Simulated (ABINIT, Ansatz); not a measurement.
# In (I4/mmm): phonons by linear response

How does In (I4/mmm) vibrate, and is this structure a minimum?

Method: DFT PBE, scalar-relativistic, plane waves, PseudoDojo norm-conserving pseudopotentials, in ABINIT 10.8.3.

**1. The starting structure**

It takes space group I4/mmm (No. 139, tetragonal). The conventional cell has a = 3.251 Å, b = 3.251 Å, c = 4.947 Å, α = 90.00°, β = 90.00°, γ = 90.00°. Nearest to In lie 12 In at 3.25 to 3.38 Å.

**2. A first look**

A first run with smearing and empty bands tells whether the crystal has a gap, which decides between fixed occupations and smearing later on.

The input, probe.abi:

```
# ground state
tolvrs 1.0d-08
prtden 1
prtwf 1

# basis, mesh and filling
ecut 31.0
ngkpt 8 8 8
nshiftk 1
shiftk 0.0 0.0 0.0
istwfk *1
occopt 7
tsmear 0.005
nband 12
nstep 100
diemac 9.0
prtebands 0
prtgsr 0

# cell and atoms
acell 3*1.0 Angstrom
rprim 
    -1.62547 1.62547 2.4737
    1.62547 -1.62547 2.4737
    1.62547 1.62547 -2.4737
ntypat 1
znucl 49
natom 1
typat 1
xred 
    0.0 0.0 0.0
pp_dirpath "./pseudo"
pseudos "In.upf"
```

Command:

```console
$ OMP_NUM_THREADS=1 mpirun -n 16 abinit probe.abi > probe.log
```

Numbers of over 12 decimals in the logs are rounded to 6 here.

probe.abo, the main output file:

```text
[banners, grids, parts of the stress and lines that vanish by symmetry left out]
- input  file    -> probe.abi
- output file    -> probe.abo
- root for input  files -> probei
[...]
Symmetries : space group I4/m m m (#139); Bravais tI (body-center tetrag.)
[...]
mpw =        1480          nfft =       32768          nkpt =          59
[...]
== DATASET  1 ==================================================================
[...]
cutoff_energies: {ecut:  31.0, pawecutdg:  -1.0, }
[...]
ETOT  1  -66.335711215428    -6.634E+01 6.518E-01 1.859E+00
 ETOT  2  -66.451532539150    -1.158E-01 2.440E-02 2.745E-01
 ETOT  3  -66.451560815259    -2.828E-05 5.137E-03 4.937E-02
 ETOT  4  -66.451573543816    -1.273E-05 2.919E-03 8.997E-03
 ETOT  5  -66.451575423211    -1.879E-06 1.243E-03 4.135E-05
 ETOT  6  -66.451575429291    -6.081E-09 1.080E-03 2.228E-06
 ETOT  7  -66.451575429769    -4.777E-10 8.712E-04 4.220E-09
 At SCF step    7       vres2   =  4.22E-09 < tolvrs=  1.00E-08 =>converged.
[...]
sigma(1 1)=  1.71027521E-05  sigma(3 2)=  0.00000000E+00
  sigma(2 2)=  1.71027521E-05  sigma(3 1)=  0.00000000E+00
  sigma(3 3)= -1.12852714E-04  sigma(2 1)=  0.00000000E+00
[...]
convergence: {deltae: -4.777E-10, res2:  4.220E-09, residm:  8.712E-04, diffor: null, }
etotal    :  -6.64515754E+01
[...]
sigma(1 1)=  1.71027521E-05  sigma(3 2)=  0.00000000E+00
  sigma(2 2)=  1.71027521E-05  sigma(3 1)=  0.00000000E+00
  sigma(3 3)= -1.12852714E-04  sigma(2 1)=  0.00000000E+00
[...]
- sigma(1 1)=  5.03180339E-01  sigma(3 2)=  0.00000000E+00
- sigma(2 2)=  5.03180339E-01  sigma(3 1)=  0.00000000E+00
- sigma(3 3)= -3.32024149E+00  sigma(2 1)=  0.00000000E+00
[...]
fcart     -0.0000000000E+00 -0.0000000000E+00 -0.0000000000E+00
           strten      1.7102752086E-05  1.7102752086E-05 -1.1285271447E-04
================================================================================

[key lines of the parts left out:]
pressure_GPa:   7.7129E-01
```

Run time: 2.7 s. Hardware: 16 MPI ranks of Arm Neoverse V2, shared host.

This step gave:

```
volume per atom   : 26.14 Å³
pressure          : 0.7713 GPa
gap on the k-mesh : 0 eV
```

No gap opens on this mesh, so smearing is kept; the printed pressure holds the stress of the finite basis too.

**3. Relaxation**

The harmonic expansion needs vanishing forces, and a free crystal bears no stress, so cell and atoms are brought to rest. Stress is more sensitive to the basis than forces are: the last 3 Ha under the cutoff are smoothed with ecutsm, and the cutoff is raised above that of the later runs.

The input, relax.abi:

```
# relaxation
ionmov 2
optcell 2
dilatmx 1.08
ntime 40
tolmxf 1.0d-05
tolvrs 1.0d-14
prtwf 0
prtden 0
chksymtnons 0

# basis, mesh and filling
ecut 39.0
ecutsm 3.0
ngkpt 12 12 12
nshiftk 1
shiftk 0.0 0.0 0.0
istwfk *1
occopt 7
tsmear 0.01
nband 12
nstep 100
diemac 1000000.0
prtebands 0
prtgsr 0

# cell and atoms
acell 3*1.0 Angstrom
rprim 
    -1.62547 1.62547 2.4737
    1.62547 -1.62547 2.4737
    1.62547 1.62547 -2.4737
ntypat 1
znucl 49
natom 1
typat 1
xred 
    0.0 0.0 0.0
pp_dirpath "./pseudo"
pseudos "In.upf"
```

Command:

```console
$ OMP_NUM_THREADS=1 mpirun -n 16 abinit relax.abi > relax.log
```

relax.abo, the main output file:

```text
[banners, grids, parts of the stress and lines that vanish by symmetry left out]
- input  file    -> relax.abi
- output file    -> relax.abo
- root for input  files -> relaxi
[...]
Symmetries : space group I4/m m m (#139); Bravais tI (body-center tetrag.)
[...]
mpw =        2607          nfft =       64000          nkpt =         163
[...]
== DATASET  1 ==================================================================
[...]
cutoff_energies: {ecut:  39.0, pawecutdg:  -1.0, }
[...]
ETOT  1  -66.324272312680    -6.632E+01 6.003E-01 3.040E+00
 ETOT  2  -66.452251274087    -1.280E-01 5.519E-02 1.014E+00
 ETOT  3  -66.452312822848    -6.155E-05 1.530E-02 1.552E-01
 ETOT  4  -66.452335186227    -2.236E-05 8.911E-03 3.013E-02
 ETOT  5  -66.452338208838    -3.023E-06 2.500E-03 2.292E-04
[...]
At SCF step   11       vres2   =  6.60E-16 < tolvrs=  1.00E-14 =>converged.
[...]
sigma(1 1)= -7.06402379E-05  sigma(3 2)=  0.00000000E+00
  sigma(2 2)= -7.06402379E-05  sigma(3 1)=  0.00000000E+00
  sigma(3 3)= -6.97887392E-05  sigma(2 1)=  0.00000000E+00
[...]
convergence: {deltae: -2.856E-12, res2:  6.598E-16, residm:  4.855E-04, diffor: null, }
etotal    :  -6.64523382E+01
[...]
ETOT  1  -66.452179070882    -6.645E+01 3.303E-04 2.636E+00
[...]
At SCF step   10       vres2   =  5.57E-16 < tolvrs=  1.00E-14 =>converged.
[...]
sigma(1 1)= -6.06971047E-05  sigma(3 2)=  0.00000000E+00
  sigma(2 2)= -6.06971047E-05  sigma(3 1)=  0.00000000E+00
  sigma(3 3)= -6.06520877E-05  sigma(2 1)=  0.00000000E+00
[...]
convergence: {deltae: -1.293E-12, res2:  5.573E-16, residm:  2.267E-05, diffor: null, }
etotal    :  -6.64524115E+01
[...]
ETOT  1  -66.441578545948    -6.644E+01 2.069E-04 1.199E+02
[...]
At SCF step   11       vres2   =  1.61E-15 < tolvrs=  1.00E-14 =>converged.
[...]
sigma(1 1)= -3.06645360E-06  sigma(3 2)=  0.00000000E+00
  sigma(2 2)= -3.06645360E-06  sigma(3 1)=  0.00000000E+00
  sigma(3 3)= -7.31600057E-06  sigma(2 1)=  0.00000000E+00
[...]
convergence: {deltae: -9.663E-13, res2:  1.608E-15, residm:  2.130E-05, diffor: null, }
etotal    :  -6.64526465E+01
[...]
ETOT  1  -66.452577017849    -6.645E+01 2.299E-05 7.912E-01
[...]
At SCF step   10       vres2   =  3.06E-16 < tolvrs=  1.00E-14 =>converged.
[...]
sigma(1 1)=  1.17230778E-06  sigma(3 2)=  0.00000000E+00
  sigma(2 2)=  1.17230778E-06  sigma(3 1)=  0.00000000E+00
  sigma(3 3)= -3.34057399E-06  sigma(2 1)=  0.00000000E+00
[...]
convergence: {deltae: -2.260E-12, res2:  3.060E-16, residm:  4.596E-05, diffor: null, }
etotal    :  -6.64526481E+01
[...]
ETOT  1  -66.452647329012    -6.645E+01 4.772E-05 1.009E-02
[...]
sigma(1 1)=  1.62939838E-06  sigma(3 2)=  0.00000000E+00
  sigma(2 2)=  1.62939838E-06  sigma(3 1)=  0.00000000E+00
[...]
convergence: {deltae:  2.643E-12, res2:  1.801E-16, residm:  4.351E-05, diffor: null, }
etotal    :  -6.64526482E+01
[...]
ETOT  1  -66.452642313313    -6.645E+01 4.416E-05 6.878E-02
[...]
convergence: {deltae:  1.066E-12, res2:  1.480E-15, residm:  3.179E-05, diffor: null, }
etotal    :  -6.64526486E+01
[...]
ETOT  1  -66.452636569644    -6.645E+01 4.898E-02 1.339E-01
[...]
convergence: {deltae: -1.080E-12, res2:  9.203E-15, residm:  1.574E-05, diffor: null, }
etotal    :  -6.64526494E+01
[...]
ETOT  1  -66.452620719269    -6.645E+01 3.553E-03 2.905E-01
[...]
convergence: {deltae: -5.400E-13, res2:  4.693E-16, residm:  1.539E-04, diffor: null, }
etotal    :  -6.64526508E+01
[...]
ETOT  1  -66.452633741714    -6.645E+01 1.003E-01 1.644E-01
[...]
convergence: {deltae: -6.111E-13, res2:  7.943E-15, residm:  3.517E-05, diffor: null, }
etotal    :  -6.64526521E+01
[...]
ETOT  1  -66.452631525208    -6.645E+01 2.332E-01 2.325E-01
[...]
At SCF step   10       vres2   =  2.63E-16 < tolvrs=  1.00E-14 =>converged.
[...]
sigma(2 2)=  1.27203473E-06  sigma(3 1)=  0.00000000E+00
  sigma(3 3)=  1.43939897E-06  sigma(2 1)=  0.00000000E+00
[...]
convergence: {deltae:  7.390E-13, res2:  2.626E-16, residm:  5.152E-03, diffor: null, }
etotal    :  -6.64526530E+01
[...]
ETOT  1  -66.452645687256    -6.645E+01 6.325E-03 8.225E-02
[...]
ETOT  8  -66.452653098791    -6.111E-13 3.857E-04 1.833E-13
 ETOT  9  -66.452653098788     2.842E-12 7.819E-05 1.600E-15
 At SCF step    9       vres2   =  1.60E-15 < tolvrs=  1.00E-14 =>converged.
[...]
sigma(1 1)=  2.53015898E-08  sigma(3 2)=  0.00000000E+00
  sigma(2 2)=  2.53015898E-08  sigma(3 1)=  0.00000000E+00
  sigma(3 3)=  4.29764501E-08  sigma(2 1)=  0.00000000E+00
[...]
convergence: {deltae:  2.842E-12, res2:  1.600E-15, residm:  7.819E-05, diffor: null, }
etotal    :  -6.64526531E+01
[...]
At Broyd/MD step  11, gradients are converged :
[...]
sigma(1 1)=  2.53015898E-08  sigma(3 2)=  0.00000000E+00
  sigma(2 2)=  2.53015898E-08  sigma(3 1)=  0.00000000E+00
  sigma(3 3)=  4.29764501E-08  sigma(2 1)=  0.00000000E+00
[...]
- sigma(1 1)=  7.44398472E-04  sigma(3 2)=  0.00000000E+00
- sigma(2 2)=  7.44398472E-04  sigma(3 1)=  0.00000000E+00
- sigma(3 3)=  1.26441081E-03  sigma(2 1)=  0.00000000E+00
[...]
fcart     -0.0000000000E+00 -0.0000000000E+00 -0.0000000000E+00
           strten      2.5301589806E-08  2.5301589806E-08  4.2976450064E-08
================================================================================

[key lines of the parts left out:]
pressure_GPa:  -9.1774E-04
Total energy (etotal) [Ha]= -6.64526530987882E+01
```

The job ended after 1.8 min (16 MPI ranks; 29 min of CPU time).

Relaxation path:

```tsv
step	energy less that of the first step (eV)	largest force (eV/Å)	volume (Å³)
1	0.0000	0.0000	26.14
2	-0.0020	0.0000	26.31
3	-0.0084	0.0000	27.42
4	-0.0084	0.0000	27.51
5	-0.0084	0.0000	27.52
6	-0.0084	0.0000	27.55
7	-0.0085	0.0000	27.58
8	-0.0085	0.0000	27.62
9	-0.0085	0.0000	27.62
10	-0.0086	0.0000	27.57
11	-0.0086	0.0000	27.54
```

```tsv
conventional cell, symmetrised	before	after	change
a (Å)	3.251	3.291	+1.2 %
b (Å)	3.251	3.291	+1.2 %
c (Å)	4.947	5.085	+2.8 %
volume (Å³/atom)	26.14	27.54	+5.3 %
```

The relaxed structure:

```xyz
1
Lattice="-1.6456 1.6456 2.5424 1.6456 -1.6456 2.5424 1.6456 1.6456 -2.5424" Properties=species:S:1:pos:R:3 pbc="T T T"
In    0.0000    0.0000    0.0000
```

Read from the output:

```
volume per atom : 27.54 Å³
pressure        : -9.18e-4 GPa
```

The volume changes by +5.3 % in this run and stands +5.3 % from the first cell.

**4. Ground state**

First-order wavefunctions inherit every error of the ground state, hence the very tight tolvrs. Smearing stays on, as the first look found no gap above 0.3 eV.

The input, gs.abi:

```
# ground state
tolvrs 1.0d-16
prtden 1
prtwf 1

# basis, mesh and filling
ecut 31.0
ngkpt 12 12 12
nshiftk 1
shiftk 0.0 0.0 0.0
istwfk *1
occopt 7
tsmear 0.01
nband 12
nstep 100
diemac 1000000.0
prtebands 0
prtgsr 0

# cell and atoms
acell 3*1.0 Angstrom
rprim 
    -1.645555188 1.645555188 2.542371243
    1.645555188 -1.645555188 2.542371243
    1.645555188 1.645555188 -2.542371243
ntypat 1
znucl 49
natom 1
typat 1
xred 
    0.0 0.0 0.0
pp_dirpath "./pseudo"
pseudos "In.upf"
```

Command:

```console
$ OMP_NUM_THREADS=1 mpirun -n 16 abinit gs.abi > gs.log
```

gs.abo, the main output file:

```text
[banners, grids, parts of the stress and lines that vanish by symmetry left out]
- input  file    -> gs.abi
- output file    -> gs.abo
- root for input  files -> gsi
[...]
Symmetries : space group I4/m m m (#139); Bravais tI (body-center tetrag.)
[...]
mpw =        1564          nfft =       46656          nkpt =         163
[...]
== DATASET  1 ==================================================================
[...]
cutoff_energies: {ecut:  31.0, pawecutdg:  -1.0, }
[...]
ETOT  1  -66.335241306423    -6.634E+01 6.981E-01 2.128E+00
 ETOT  2  -66.452248042842    -1.170E-01 4.863E-02 5.815E-01
 ETOT  3  -66.452296210059    -4.817E-05 5.635E-03 9.606E-02
 ETOT  4  -66.452316327573    -2.012E-05 4.183E-03 1.474E-02
 ETOT  5  -66.452318395578    -2.068E-06 1.866E-03 1.207E-04
[...]
ETOT 11  -66.452318407877     1.421E-12 4.622E-04 6.046E-16
 ETOT 12  -66.452318407879    -1.251E-12 4.647E-04 5.558E-18
 At SCF step   12       vres2   =  5.56E-18 < tolvrs=  1.00E-16 =>converged.
[...]
sigma(1 1)=  3.44793389E-05  sigma(3 2)=  0.00000000E+00
  sigma(2 2)=  3.44793389E-05  sigma(3 1)=  0.00000000E+00
  sigma(3 3)=  3.44306682E-05  sigma(2 1)=  0.00000000E+00
[...]
convergence: {deltae: -1.251E-12, res2:  5.558E-18, residm:  4.647E-04, diffor: null, }
etotal    :  -6.64523184E+01
[...]
sigma(1 1)=  3.44793389E-05  sigma(3 2)=  0.00000000E+00
  sigma(2 2)=  3.44793389E-05  sigma(3 1)=  0.00000000E+00
  sigma(3 3)=  3.44306682E-05  sigma(2 1)=  0.00000000E+00
[...]
- sigma(1 1)=  1.01441717E+00  sigma(3 2)=  0.00000000E+00
- sigma(2 2)=  1.01441717E+00  sigma(3 1)=  0.00000000E+00
- sigma(3 3)=  1.01298523E+00  sigma(2 1)=  0.00000000E+00
[...]
fcart     -0.0000000000E+00 -0.0000000000E+00 -0.0000000000E+00
           strten      3.4479338889E-05  3.4479338889E-05  3.4430668152E-05
================================================================================

[key lines of the parts left out:]
pressure_GPa:  -1.0139E+00
```

It took 8.9 s on 16 MPI ranks; 2.3 min of CPU time.

Numbers from this step:

```yaml
pressure: -1.014 GPa
```

The cell stands at -1.0 GPa: the relaxation ran with a smoothed and higher cutoff, and the difference is a stress of the finite basis.

(Continued in part 2 of 5.)

[Host names and launcher messages were left out of these logs when they were recorded.]

[Logs are printed without paths, hosts, clocks, repeated set-up lines and the standing remarks that a program may print on its own settings, such as how far it seeks lower states.]

[Hosts, paths, dates, database ids (printed as entryN), source tags and the programs' standing remarks are cut or masked in the printed files.]
